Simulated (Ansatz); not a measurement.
# What went wrong? liquid aqueous KCl at 298 K (187 atoms)

Program: Ansatz 0.2.0. The cell: 59 O, 118 H, 5 K and 5 Cl.

input.yaml

```yaml
crystal:
  lattice:
    - [12.67501, 0.0, 0.0]
    - [0.0, 12.67501, 0.0]
    - [0.0, 0.0, 12.67501]
  atoms:
    - { symbol: O, position: [0.5364, 0.96514, 0.80762] }
    - { symbol: H, position: [0.51093, 0.01962, 0.85869] }
    - { symbol: H, position: [0.61474, 0.95801, 0.81367] }
    - { symbol: O, position: [0.41082, 0.75644, 0.84416] }
    - { symbol: H, position: [0.44803, 0.82334, 0.8251] }
    - { symbol: H, position: [0.45355, 0.71682, 0.89735] }
    - { symbol: O, position: [0.63208, 0.77273, 0.25556] }
    - { symbol: H, position: [0.62448, 0.84641, 0.2284] }
    - { symbol: H, position: [0.59831, 0.72245, 0.205] }
    - { symbol: O, position: [0.26953, 0.41619, 0.78393] }
    - { symbol: H, position: [0.20094, 0.37809, 0.79212] }
    - { symbol: H, position: [0.26013, 0.47695, 0.7345] }
    - { symbol: O, position: [0.08193, 0.55369, 0.6732] }
    - { symbol: H, position: [0.13861, 0.59873, 0.70456] }
    - { symbol: H, position: [0.08182, 0.56236, 0.59478] }
    - { symbol: O, position: [0.90031, 0.84541, 0.40833] }
    - { symbol: H, position: [0.90842, 0.8301, 0.4853] }
    - { symbol: H, position: [0.94387, 0.90838, 0.38932] }
    [... 163 atom lines left out ...]
    - { symbol: K, position: [0.29921, 0.78596, 0.09313] }
    - { symbol: Cl, position: [0.51189, 0.66698, 0.03911] }
    - { symbol: Cl, position: [0.44075, 0.15338, 0.9532] }
    - { symbol: Cl, position: [0.11129, 0.17308, 0.49398] }
    - { symbol: Cl, position: [0.90256, 0.86713, 0.64713] }
    - { symbol: Cl, position: [0.91328, 0.42836, 0.04091] }
kpoints:
  mp_grid: { grid: [1, 1, 1] }
hamiltonian:
  xc: pbe
scf:
  occupations: { method: fermi_dirac, width: 0.05 }
  eigensolver: { kind: { support_functions: { accuracy: medium, radius: 1.5 } } }
  max_iter: 100
output:
  forces: true
```

Started as:

```
$ ansatz run input.yaml --threads 4 --pin off --max-ram 8192MiB --backend cpu --events-out ev --progress --plain --runs-dir out
```

What it wrote:

```text
Warning: scf.eigensolver.kind.support_functions: disabling space-group detection — the functions' gradient is summed over unrotated k-points, so no spatial operation reduces the k-mesh or symmetrises the density; time reversal is kept, so that k and −k are solved as one point where they differ and the mesh holds both, and exact exchange and, on two spinor components, a DFT+U term hold to it where the run has them: [...]
Warning: basis.ecutwfc = 464 eV, auto-derived: no grid that the accuracy of the support functions lays serves the files at the lower one that their records recommend; a deck with other species or settings can derive another value
settings of this run that can trade accuracy for cost: scf.eigensolver.kind.support_functions [...]
Engine: ansatz 0.2.0, x86_64-unknown-linux-gnu
Pseudopotentials: kind: paw
Pseudopotential: O, paw, valence charge 6, recommended cutoff 420 eV (normal), O.paw.azcp
Pseudopotential: H, paw, valence charge 1, recommended cutoff 420 eV (normal), H.paw.azcp
Pseudopotential: K, paw, valence charge 9, recommended cutoff 420 eV (normal), K.paw.azcp
Pseudopotential: Cl, paw, valence charge 7, recommended cutoff 420 eV (normal), Cl.paw.azcp
[... 5 lines on functional and potentials left out ...]
Error: SCF: the radius of support functions is under 3.30 Å, the least for these sites at the functions' level (scf.eigensolver.kind.support_functions.accuracy). Use scf.eigensolver.kind: auto, or type scf.eigensolver.kind.support_functions.radius at least as long, [...]
```

It took 1.7 s on 4 threads of AMD EPYC 9R45, shared host; peak memory 0.4 GiB.

Q: Name the fault and the fix.

A radius far too short: support_functions.accuracy = "medium" and support_functions.radius = 1.5.

The fix is to leave the radius at the level's default.

The run ended with an error.

[Logs are printed without paths, hosts, clocks, repeated set-up lines and the standing remarks that a program may print on its own settings, such as how far it seeks lower states.]

[Hosts, paths, dates, database ids (printed as entryN), source tags and the programs' standing remarks are cut or masked in the printed files.]
